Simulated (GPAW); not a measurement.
## NiO2 (P-3m1): one start, several treatments of the self-energy

Aim: compare treatments of exchange, screening and correlation for the gap of NiO2 (P-3m1).

Calculated with GPAW 26.7.0; LDA and many-body steps on it, plane waves.

Report form: the programs' logs are mostly left out.

### Step 1. Set-up

Symmetry: P-3m1, No. 164, trigonal system. The conventional cell has a = 2.799 Å, b = 2.799 Å, c = 4.618 Å, α = 90.00°, β = 90.00°, γ = 120.00°. Ni has 6 O at 1.88 Å nearest. O has 3 Ni at 1.88 Å nearest. Farther neighbours and most contacts between anions are not listed.

Coordinates:

```xyz
3
Lattice="2.7988 0.0000 0.0000 -1.3994 2.4238 0.0000 0.0000 0.0000 4.6183" Properties=species:S:1:pos:R:3 pbc="T T T"
Ni    0.0000    0.0000    2.3091
O     1.3994    0.8079    3.2607
O     0.0000    1.6159    1.3576
```

The cell and positions are those that the Materials Project relaxed with its own functionals (PBE, PBE+U or r2SCAN), kept fixed.

### Step 2. Empty states on the mesh, 6×6×4 mesh, 153 bands

This step: GPAW 26.7.0; DFT, LDA, plane waves, PAW.

The sums over transitions need many empty states on a uniform mesh; this step solves for them.

The input, run.py:

```python
import json
import numpy as np
from gpaw.mpi import world
from gpaw import GPAW

calc = GPAW('gs.gpw').fixed_density(kpts={'size': (6, 6, 4), 'gamma': True},
    parallel={'domain': 1, 'band': 1},
    txt='nscf.txt')
calc.diagonalize_full_hamiltonian(nbands=153)
calc.write('full.gpw', mode='all')
res = {}
kpts = calc.get_ibz_k_points()
res['kpts'] = kpts
res['eigenvalues'] = [calc.get_eigenvalues(kpt=k) for k in range(len(kpts))]
res['n_electrons'] = calc.get_number_of_electrons()

if world.rank == 0:
    with open('result.json', 'w') as f:
        json.dump(res, f, default=lambda x: x.tolist())
```

Run with:

```console
$ mpirun -n 4 gpaw python run.py
```

It took 9.5 s on 4 MPI ranks of Intel Xeon Platinum 8375C at 2.90GHz (Ice Lake), shared host; peak memory 1.2 GiB; 37 s of CPU time.

This step gave:

- gap: 0.9972 eV
- k of the valence top: 0.1667, 0, 0.5
- k of the conduction bottom: 0.3333, 0, 0.25
- least direct gap: 1.412 eV
- k points computed: 24
- lowest point of the top converged band, above the valence top: 145.9721 eV

On this mesh the gap is 0.997 eV.

### Step 3. G0W0, Godby-Needs plasmon pole

G0W0 replaces the xc potential by the self-energy, built once from these orbitals. Only a window of levels is corrected, while the sums run over the empty bands that the input names.

This step: G0W0 on LDA, plane waves, PAW.

The input, run.py:

```python
import json
import numpy as np
from gpaw.mpi import world
from gpaw.response.g0w0 import G0W0

gw = G0W0('full.gpw',
    filename='gw',
    kpts=[0, 6, 12],
    bands=(12, 16),
    ecut=96,
    nbands=66,
    integrate_gamma='WS',
    ppa=True)
gw.calculate()
res = {mode: {k: v for k, v in r.items() if k != 'sigma_eskwn'}
       for mode, r in gw.all_results.items()}

if world.rank == 0:
    with open('result.json', 'w') as f:
        json.dump(res, f, default=lambda x: x.tolist())
```

Run with:

```console
$ mpirun -n 4 gpaw python run.py
```

Elapsed: 49 s, on 4 MPI ranks; peak memory 1.4 GiB.

This step gave:

| Item | Value |
| --- | --- |
| G0W0 gap on the points computed | 2.039 eV |
| least direct G0W0 gap on the computed points | 2.453 eV |
| Z at the valence top | 0.7007 |
| Z at the conduction bottom | 0.7123 |
| starting gap on the mesh | 0.9972 eV |
| k of the valence top | 0.1667, 0, 0.5 |
| k of the conduction bottom | 0.3333, 0, 0.25 |

The gap on the mesh goes from 1.00 eV to 2.04 eV, a correction of +1.04 eV.

### Step 4. One-shot HSE06

This step: one-shot HSE06 levels on LDA orbitals, plane waves, PAW.

The input, run.py:

```python
import json
import numpy as np
from gpaw.mpi import world
from gpaw.hybrids.eigenvalues import non_self_consistent_eigenvalues

dft, vxc, vxc_hyb = non_self_consistent_eigenvalues('full.gpw', 'HSE06', 12, 16, kpt_indices=[0, 6, 12])
res = {'dft': dft[0], 'hybrid': (dft - vxc + vxc_hyb)[0]}
if world.rank == 0:
    with open('hybrid.txt', 'w') as f:
        for k, e0, e1 in zip([0, 6, 12], res['dft'], res['hybrid']):
            print(k, ' '.join(f'{x:9.4f}' for x in e0), '|', ' '.join(f'{x:9.4f}' for x in e1), file=f)

if world.rank == 0:
    with open('result.json', 'w') as f:
        json.dump(res, f, default=lambda x: x.tolist())
```

Run with:

```console
$ mpirun -n 4 gpaw python run.py
```

Run time: 4.6 s. Hardware: 4 MPI ranks; peak memory 0.89 GiB; 17 s of CPU time.

This step gave:

```
starting gap on the mesh                       : 0.9972 eV
hybrid gap on the mesh                         : 3.101 eV
least direct hybrid gap on the computed points : 3.509 eV
```

### Step 5. G0W0, extrapolated in the cutoff

This step: G0W0 on LDA, plane waves, PAW.

The input, run.py:

```python
import json
import numpy as np
from gpaw.mpi import world
from gpaw.response.g0w0 import G0W0

gw = G0W0('full.gpw',
    filename='gw',
    kpts=[0, 6, 12],
    bands=(12, 16),
    ecut=160.0,
    integrate_gamma='WS',
    ppa=True,
    ecut_extrapolation=True)
gw.calculate()
res = {mode: {k: v for k, v in r.items() if k != 'sigma_eskwn'}
       for mode, r in gw.all_results.items()}

if world.rank == 0:
    with open('result.json', 'w') as f:
        json.dump(res, f, default=lambda x: x.tolist())
```

Run with:

```console
$ mpirun -n 4 gpaw python run.py
```

Wall time 3.6 min (4 MPI ranks); peak memory 1.4 GiB.

This step gave:

```yaml
quasiparticle_gap_on_the_points_computed: 1.728 eV
least_direct_quasiparticle_gap_on_the_computed_points: 2.075 eV
z_at_the_valence_top: 0.6870
z_at_the_conduction_bottom: 0.6983
starting_gap_on_the_mesh: 0.9972 eV
k_of_the_valence_top: 0.1667, 0, 0.5
k_of_the_conduction_bottom: 0.3333, 0, 0.25
gaps_at_the_cutoffs_of_the_extrapolation: 1.889, 1.872, 1.857 eV
```

Against G0W0 in GPAW (6×6×4 mesh, 66 bands, screening to 96 eV, Godby-Needs plasmon pole), the gap moves by −0.311 eV.

### Step 6. One-shot PBE0

This step: one-shot PBE0 levels on LDA orbitals, plane waves, PAW.

The input, run.py:

```python
import json
import numpy as np
from gpaw.mpi import world
from gpaw.hybrids.eigenvalues import non_self_consistent_eigenvalues

dft, vxc, vxc_hyb = non_self_consistent_eigenvalues('full.gpw', 'PBE0', 12, 16, kpt_indices=[0, 6, 12])
res = {'dft': dft[0], 'hybrid': (dft - vxc + vxc_hyb)[0]}
if world.rank == 0:
    with open('hybrid.txt', 'w') as f:
        for k, e0, e1 in zip([0, 6, 12], res['dft'], res['hybrid']):
            print(k, ' '.join(f'{x:9.4f}' for x in e0), '|', ' '.join(f'{x:9.4f}' for x in e1), file=f)

if world.rank == 0:
    with open('result.json', 'w') as f:
        json.dump(res, f, default=lambda x: x.tolist())
```

Run with:

```console
$ mpirun -n 4 gpaw python run.py
```

Elapsed: 4.9 s, on 4 MPI ranks; peak memory 0.96 GiB; 19 s of CPU time.

Numbers from this step:

```yaml
starting_gap_on_the_mesh: 0.9972 eV
hybrid_gap_on_the_mesh: 3.850 eV
least_direct_hybrid_gap_on_the_computed_points: 4.259 eV
```

### Step 7. G0W0, full frequency, Hilbert transform

This step: G0W0 on LDA, plane waves, PAW.

The input, run.py:

```python
import json
import numpy as np
from gpaw.mpi import world
from gpaw.response.g0w0 import G0W0

gw = G0W0('full.gpw',
    filename='gw',
    kpts=[0, 6, 12],
    bands=(12, 16),
    ecut=96,
    nbands=66,
    integrate_gamma='WS',
    frequencies={'type': 'nonlinear', 'domega0': 0.1, 'omega2': 15.0},
    eta=0.1,
    nblocksmax=True)
gw.calculate()
res = {mode: {k: v for k, v in r.items() if k != 'sigma_eskwn'}
       for mode, r in gw.all_results.items()}

if world.rank == 0:
    with open('result.json', 'w') as f:
        json.dump(res, f, default=lambda x: x.tolist())
```

Run with:

```console
$ mpirun -n 4 gpaw python run.py
```

It took 84 s on 4 MPI ranks; peak memory 1.3 GiB; 5.6 min of CPU time.

Numbers from this step:

```
G0W0 gap on the points computed              : 1.956 eV
least direct G0W0 gap on the computed points : 2.343 eV
starting gap on the mesh                     : 0.9972 eV
k of the valence top                         : 0.1667, 0, 0.5
k of the conduction bottom                   : 0.3333, 0, 0.25
```

Against G0W0 in GPAW (6×6×4 mesh, 66 bands, screening to 96 eV, Godby-Needs plasmon pole), the gap moves by −0.083 eV.

### Step 8. The runs together

Times are wall times on 4 MPI ranks of Intel Xeon Platinum 8375C at 2.90GHz (Ice Lake), shared host, good to a factor of about two.

| run | mesh | bands | screening cutoff (eV) | DFT gap (eV) | gap on the mesh (eV) | direct (eV) | time |
| --- | --- | --- | --- | --- | --- | --- | --- |
| G0W0, Godby-Needs plasmon pole | 6×6×4 | 66 | 96 | 0.997 | 2.039 | 2.453 | 49 s |
| one-shot HSE06 | 6×6×4 | - | - | 0.997 | 3.101 | 3.509 | 4.6 s |
| G0W0, extrapolated in the cutoff | 6×6×4 | - | 160 | 0.997 | 1.728 | 2.075 | 3.6 min |
| one-shot PBE0 | 6×6×4 | - | - | 0.997 | 3.850 | 4.259 | 4.9 s |
| G0W0, full frequency, Hilbert transform | 6×6×4 | 66 | 96 | 0.997 | 1.956 | 2.343 | 84 s |

### Step 9. Outcome

```
G0W0, Godby-Needs plasmon pole          : 2.039 eV
one-shot HSE06                          : 3.101 eV
G0W0, extrapolated in the cutoff        : 1.728 eV
one-shot PBE0                           : 3.850 eV
G0W0, full frequency, Hilbert transform : 1.956 eV
known limits                            : not at the basis limit; no spin polarisation; d states lean on the start; coarse k mesh
```

What this shows: One-shot HSE06: +1.062 eV against G0W0, Godby-Needs plasmon pole. G0W0, extrapolated in the cutoff: −0.311 eV against G0W0, Godby-Needs plasmon pole, at other bands or cutoff, so not like for like. One-shot PBE0: +1.811 eV against G0W0, Godby-Needs plasmon pole. G0W0, full frequency, Hilbert transform: −0.083 eV against G0W0, Godby-Needs plasmon pole. One-shot hybrid levels are evaluated on the LDA orbitals. Bands and cutoff are finite, so the gap is not at the basis limit. The miss can reach some tenths of an eV and take either sign; the mesh is an error of its own. These stock PAW sets were not made for GW. In the G0W0 runs levels were corrected at 3 k points alone, so a gap called «on the mesh» is the least over those, and an edge elsewhere would be missed. The program warns of a poor linear fit in the extrapolation of some level, so the extrapolated values are rough. The 6×6×4 mesh is coarse for this cell, which bears on the long-range parts of exchange and screening. The runs have no spin polarisation. For a closed low-spin shell that is the natural state; where a d or f shell is open it is a constraint, and the gap is then not the crystal's own. With d states at the gap, one-shot GW leans hard on its start.

[Paths, hosts, dates, memory and timing lines, banners, echoed tables and standing remarks are left out of the program output.]

[Logs are printed without paths, hosts, clocks, repeated set-up lines and the standing remarks that a program may print on its own settings, such as how far it seeks lower states.]

[Runs of the session that timed out or met a known fault of the program may be left out.]

[Hosts, paths, dates, database ids (printed as entryN), source tags and the programs' standing remarks are cut or masked in the printed files.]
